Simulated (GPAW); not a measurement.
# SiO2 (Quartz, P3_121): the Si L₃ absorption edge

What does one-electron theory with a core hole give for the Si L₃ edge of SiO2 (Quartz, P3_121)?

Main program and level: GPAW 26.7.0; X-ray absorption from dipole matrix elements to empty bands, plane-wave PAW PBE.

### Step 1. Starting point

Symmetry: P3_121, No. 152, trigonal system. Conventional cell: a = 4.916 Å, b = 4.916 Å, c = 5.409 Å, α = 90.00°, β = 90.00°, γ = 120.00°. Nearest to Si lie 4 O at 1.61 Å. O has 2 Si at 1.61 Å nearest. Farther neighbours and most contacts between anions are not listed.

Coordinates:

```
Si O
1.0
     4.91580    0.00000    0.00000
    -2.45790    4.25721    0.00000
     0.00000    0.00000    5.40910
Si O
3 6
Direct
  0.46970 0.46970 0.00000
  0.00000 0.53030 0.66667
  0.53030 0.00000 0.33333
  0.85380 0.26800 0.45233
  0.73200 0.58580 0.78567
  0.41420 0.14620 0.11900
  0.26800 0.85380 0.54767
  0.58580 0.73200 0.21433
  0.14620 0.41420 0.88100
```

### Step 2. Ground state of the crystal

The ground state comes first: it tells whether the system has a gap, which decides how the excited electron is treated.

scf.py

```python
import numpy as np
from ase import Atoms
from ase.parallel import parprint, paropen
from gpaw import GPAW, PW, FermiDirac, Mixer, MixerDif, setup_paths
from gpaw.test import gen
setup_paths.insert(0, '.')
gen('Si', name='nch2p', xcname='PBE', corehole=(2, 1, 0), write_xml=True)
from gpaw.mpi import world
world.barrier()

atoms = Atoms('Si3O6',
    cell=[[4.9158, 0, 0],
     [-2.4579, 4.25720768, 0],
     [0, 0, 5.4091]],
    scaled_positions=[[0.4697, 0.4697, 0],
     [0, 0.5303, 0.66666667],
     [0.5303, 0, 0.33333333],
     [0.8538, 0.268, 0.45233333],
     [0.732, 0.5858, 0.78566667],
     [0.4142, 0.1462, 0.119],
     [0.268, 0.8538, 0.54766667],
     [0.5858, 0.732, 0.21433333],
     [0.1462, 0.4142, 0.881]],
    pbc=True)
atoms.calc = calc = GPAW(legacy_gpaw=True, mode=PW(500), xc='PBE', setups={0: 'nch2p'},
    kpts={'size': (5, 5, 4), 'gamma': True}, occupations=FermiDirac(0.05),
    charge=0, mixer=Mixer(0.1, 5, 50), maxiter=150,
    convergence={'density': 0.0001}, txt='scf.txt')
energy = atoms.get_potential_energy() + calc.get_reference_energy()
ef = calc.get_fermi_level()
out = dict(energy=energy, fermi=ef, forces=atoms.get_forces().tolist())
parprint(f'all-electron energy {energy:.4f} eV, Fermi level {ef:.4f} eV')
ev = np.array([[calc.get_eigenvalues(k, s) for k in range(len(calc.get_ibz_k_points()))] for s in range(calc.get_number_of_spins())])
out['homo'], out['lumo'], out['counts'] = ev[ev < ef].max(), ev[ev > ef].min(), sorted(set((ev < ef).sum((0, 2)).tolist()))
out['filled'] = (ev[:, 0] < ef).sum(1).tolist()
import json
with paropen('out.json', 'w') as f:
    json.dump(out, f)
```

Command:

```
OMP_NUM_THREADS=1 mpirun -n 2 gpaw python scf.py
```

Numbers of over 12 decimals in the logs are rounded to 6 here.

The log of the run:

```text
Input parameters:
  convergence: {density: 0.0001}
  kpts: {gamma: True,
         size: (5, 5, 4)}
  maxiter: 150
  mixer: {backend: pulay,
          beta: 0.1,
          method: separate,
          nmaxold: 5,
          weight: 50}
  mode: {ecut: 500.0,
         name: pw}
  occupations: {fixmagmom: False,
                name: fermi-dirac,
                width: 0.05}
  setups: {0: nch2p}
  xc: PBE

Initialize ...

[... PAW data sets ...]

Reference energy: -35904.146801  # eV

Spin-paired calculation

[... convergence settings ...]
Symmetries present (total): 2
  [... symmetry matrices ...]

100 k-points: 5 x 5 x 4 Monkhorst-Pack grid + [0.000000,0.000000,1/8]
33 k-points in the irreducible part of the Brillouin zone
       k-points in crystal coordinates                weights
   0:     0.00000000    0.00000000    0.00000000          1/100
   1:     0.00000000    0.00000000    0.25000000          2/100
   2:     0.00000000    0.00000000    0.50000000          1/100
   3:     0.20000000   -0.20000000   -0.25000000          2/100
   4:     0.20000000   -0.20000000    0.00000000          2/100
   5:     0.20000000   -0.20000000    0.25000000          2/100
   6:     0.20000000   -0.20000000    0.50000000          2/100
   7:     0.20000000    0.00000000   -0.25000000          4/100
   8:     0.20000000    0.00000000    0.00000000          4/100
   9:     0.20000000    0.00000000    0.25000000          4/100
          ...
  32:     0.40000000    0.40000000    0.50000000          2/100

Wave functions: Plane wave expansion
  Cutoff energy: 500.000 eV
  Number of coefficients (min, max): 2840, 2891
  Pulay-stress correction: 0.000000 eV/Ang^3 (de/decut=0.000000)
  Using FFTW library
  Wavefunction extrapolation:
    Improved wavefunction reuse through dual PAW basis

Occupation numbers: Fermi-Dirac:
  width: 0.0500  # eV

Eigensolver
   Davidson(niter=2)

Densities:
  Coarse grid: 27*27*28 grid
  Fine grid: 54*54*56 grid
  Total Charge: 0.000000

Density mixing:
  Method: separate
  Backend: pulay
  Linear mixing parameter: 0.1
  old densities: 5
  Width of damping distribution: 1.1
  Damping of long wavelength oscillations: 50

[... Hamiltonian set-up ...]
Number of atoms: 9
Number of atomic orbitals: 36
Number of bands in calculation: 33
Number of valence electrons: 48
Bands to converge: occupied

... initialized

Initializing position-dependent things.

Density initialized from atomic densities
Creating initial wave functions:
  33 bands from LCAO basis set

           O      O
         SiO

                    O
               O
                 Si
               Oi

Atomic positions and initial magnetic moments

Positions:
   0 Si     1.154476    1.999610    0.000000    ( 0.0000,  0.0000,  0.0000)
   1 Si    -1.303424    2.257597    3.606067    ( 0.0000,  0.0000,  0.0000)
   2 Si     2.606849    0.000000    1.803033    ( 0.0000,  0.0000,  0.0000)
   3 O      3.538393    1.140932    2.446716    ( 0.0000,  0.0000,  0.0000)
   4 O      2.158528    2.493872    4.249750    ( 0.0000,  0.0000,  0.0000)
   5 O      1.676779    0.622404    0.643683    ( 0.0000,  0.0000,  0.0000)
   6 O     -0.781121    3.634804    2.962384    ( 0.0000,  0.0000,  0.0000)
   7 O      1.080493    3.116276    1.159350    ( 0.0000,  0.0000,  0.0000)
   8 O     -0.299372    1.763335    4.765417    ( 0.0000,  0.0000,  0.0000)

Unit cell:
           periodic     x           y           z      points  spacing
  1. axis:    yes    4.915800    0.000000    0.000000    27     0.1577
  2. axis:    yes   -2.457900    4.257208    0.000000    27     0.1577
  3. axis:    yes    0.000000    0.000000    5.409100    28     0.1932

  Lengths:   4.915800   4.915800   5.409100
  Angles:   90.000000  90.000000 120.000000

Effective grid spacing dv^(1/3) = 0.1770

iter:   1   -76.693623
iter:   2   -72.978911   -1.24  -0.72
iter:   3   -68.733068   -0.82  -0.82
iter:   4   -68.873382   -2.01  -1.22
iter:   5   -68.944523   -2.25  -1.42
iter:   6   -68.941423   -3.05  -2.28
iter:   7   -68.936629c  -3.92  -2.26
iter:   8   -68.934618c  -3.54  -2.49
iter:   9   -68.935062c  -3.72  -2.78
iter:  10   -68.933342c  -4.45  -2.68
iter:  11   -68.933315c  -5.40  -3.48
iter:  12   -68.933314c  -7.13  -4.04c
iter:  13   -68.933313c  -8.08c -4.14c

Converged after 13 iterations.

Dipole moment: (0.000059, 0.000102, 0.000000) |e|*Ang

Energy contributions relative to reference atoms: (reference = -35904.146801)

Kinetic:        +79.055165
Potential:      -68.666001
External:        +0.000000
XC:             -79.355031
Entropy (-ST):   -0.000000
Local:           +0.032554
SIC:             +0.000000
--------------------------
Free energy:    -68.933313
Extrapolated:   -68.933313

Showing only first 2 kpts
 Kpt  Band  Eigenvalues  Occupancy
  0    22      1.08706    2.00000
  0    23      1.08714    2.00000
  0    24      7.40376    0.00000
  0    25     10.69143    0.00000

  1    22      1.17277    2.00000
  1    23      1.30828    2.00000
  1    24      8.00635    0.00000
  1    25     10.52164    0.00000

Fermi level: 2.57092

Gap: 6.013 eV
Transition (v -> c):
  (s=0, k=30, n=23, [0.40, 0.40, 0.00]) -> (s=0, k=0, n=24, [0.00, 0.00, 0.00])
Direct/indirect transitions are different
Direct gap: 6.317 eV
Transition at: (s=0, k=0, n=23, [0.00, 0.00, 0.00])

Forces in eV/Ang:
  0 Si    0.01772    0.03070    0.00000
  1 Si    0.01818   -0.02941    0.00078
  2 Si   -0.03456    0.00104   -0.00078
  3 O     0.55174   -0.01010   -0.29179
  4 O    -0.26754    0.48357   -0.28063
  5 O    -0.28582   -0.47434   -0.30231
  6 O    -0.28462    0.47277    0.29179
  7 O     0.55256    0.01009    0.28063
  8 O    -0.26788   -0.48470    0.30231
Scalar-relativistic atomic PBE calculation for Si (Silicon, Z=14)
Core hole in 2p state (2p occupation: 6.0)
450 radial gridpoints.
|------------------------------------------------|
|------------------------------------------------|
[... the atom generator's iteration count ...]

Energy contributions:
-------------------------
Kinetic:     +290.505138
XC:           -20.648327
Potential:   -559.674629
-------------------------
Total:       -289.817817

state      eigenvalue         ekin         rmax
-----------------------------------------------
1s^2.0 :   -65.623113    92.786473        0.073
2s^2.0 :    -5.126087    13.134468        0.455
2p^6.0 :    -3.511732    12.248328        0.388
3s^2.0 :    -0.397334     1.579131        1.789
3p^2.0 :    -0.149969     1.007513        2.155
-----------------------------------------------
(units: Bohr and Hartree)

Generating PAW setup
Kinetic energy of the core from tauc = 285.948705
Cutoffs:
rc(s)=2.000
rc(p)=2.000
rc(d)=2.000
rc(vbar)=1.800
rc(comp)=2.000
rc(nct)=2.000

Kinetic energy of the core states: 285.331851
Charge: 0.0
Core electrons: 10.0
Valence electrons: 4.0
Pseudo-core charge: 0.181389
Shape function alpha=2.500
Pseudo-electron charge 4.411452
state    eigenvalue         norm
--------------------------------
3s(2) :    -0.397334     1.109262
*s    :     0.602666
3p(2) :    -0.149969     1.005769
*p    :     0.850031
*d    :     0.000000
--------------------------------

Diagonalizing with gridspacing h=0.050

state   all-electron     PAW
-------------------------------
3s:      -0.397334    -0.397486
3p:      -0.149969    -0.150100
*d:                    0.031888
*f:                    0.068154
-------------------------------
all-electron energy -35973.0801 eV, Fermi level 2.5709 eV
```

The job ended after 31 s (2 MPI ranks of Arm Neoverse V2, shared host; peak memory 0.24 GiB).

The mesh shows a gap of 6.01 eV, so the hole is first treated in a charged cell, without the excited electron.

### Step 3. Reference energy of the cell

The photon energy needs a difference of total energies, so the cell and mesh of the coming hole run are first run without a hole.

This run holds the same structure in another cell (γ 120.0 → 60.0°).

scf.py: that of step 2 with these lines changed.

```diff
@@ -11,17 +11,17 @@
 atoms = Atoms('Si3O6',
-    cell=[[4.9158, 0, 0],
-     [-2.4579, 4.25720768, 0],
-     [0, 0, 5.4091]],
-    scaled_positions=[[0.4697, 0.4697, 0],
-     [0, 0.5303, 0.66666667],
-     [0.5303, 0, 0.33333333],
-     [0.8538, 0.268, 0.45233333],
-     [0.732, 0.5858, 0.78566667],
-     [0.4142, 0.1462, 0.119],
-     [0.268, 0.8538, 0.54766667],
-     [0.5858, 0.732, 0.21433333],
-     [0.1462, 0.4142, 0.881]],
+    cell=[[2.4579, -4.25720768, 0],
+     [-2.4579, -4.25720768, 0],
+     [0, 0, -5.4091]],
+    scaled_positions=[[0, 0.5303, 0],
+     [0.4697, 0, 0.33333333],
+     [0.5303, 0.4697, 0.66666667],
+     [0.5858, 0.1462, 0.54766667],
+     [0.1462, 0.268, 0.21433333],
+     [0.268, 0.5858, 0.881],
+     [0.4142, 0.732, 0.45233333],
+     [0.8538, 0.4142, 0.78566667],
+     [0.732, 0.8538, 0.119]],
     pbc=True)
 atoms.calc = calc = GPAW(legacy_gpaw=True, mode=PW(500), xc='PBE', setups={0: 'nch2p'},
-    kpts={'size': (5, 5, 4), 'gamma': True}, occupations=FermiDirac(0.05),
+    kpts={'size': (4, 4, 4), 'gamma': True}, occupations=FermiDirac(0.02),
     charge=0, mixer=Mixer(0.1, 5, 50), maxiter=150,
```

The log of the run:

```text
Input parameters:
  convergence: {density: 0.0001}
  kpts: {gamma: True,
         size: (4, 4, 4)}
  maxiter: 150
  mixer: {backend: pulay,
          beta: 0.1,
          method: separate,
          nmaxold: 5,
          weight: 50}
  mode: {ecut: 500.0,
         name: pw}
  occupations: {fixmagmom: False,
                name: fermi-dirac,
                width: 0.02}
  setups: {0: nch2p}
  xc: PBE

Initialize ...

[...]
--------------------------------
3s(2) :    -0.397334     1.109262
*s    :     0.602666
3p(2) :    -0.149969     1.005769
*p    :     0.850031
*d    :     0.000000
--------------------------------

Diagonalizing with gridspacing h=0.050

state   all-electron     PAW
-------------------------------
3s:      -0.397334    -0.397486
3p:      -0.149969    -0.150100
*d:                    0.031888
*f:                    0.068154
-------------------------------
all-electron energy -35973.0835 eV, Fermi level 2.2662 eV
[key lines of the parts left out:]
Converged after 13 iterations.
Dipole moment: (-0.000021, -0.000036, 0.000000) |e|*Ang
Free energy:    -68.936662
Fermi level: 2.26618
```

Elapsed: 23 s, on 2 MPI ranks; peak memory 0.23 GiB.

Reference energy: -35973.084 eV with the cores included.

(Part 1 of 2 ends here.)

[Banner, clock and machine lines of the logs are left out without a mark of their own.]

[Logs are printed without paths, hosts, clocks, repeated set-up lines and the standing remarks that a program may print on its own settings, such as how far it seeks lower states.]

[Hosts, paths, dates, database ids (printed as entryN), source tags and the programs' standing remarks are cut or masked in the printed files.]

[Lists of maxima count a maximum above −3 eV only where it reaches 4 % of the highest in the window and stands out from its surroundings by 2 % of it (1.5 % where it reaches 55 %); shoulders and weaker maxima are passed over, and of the rest the first, up to two pre-edge ones and the few strongest are named.]
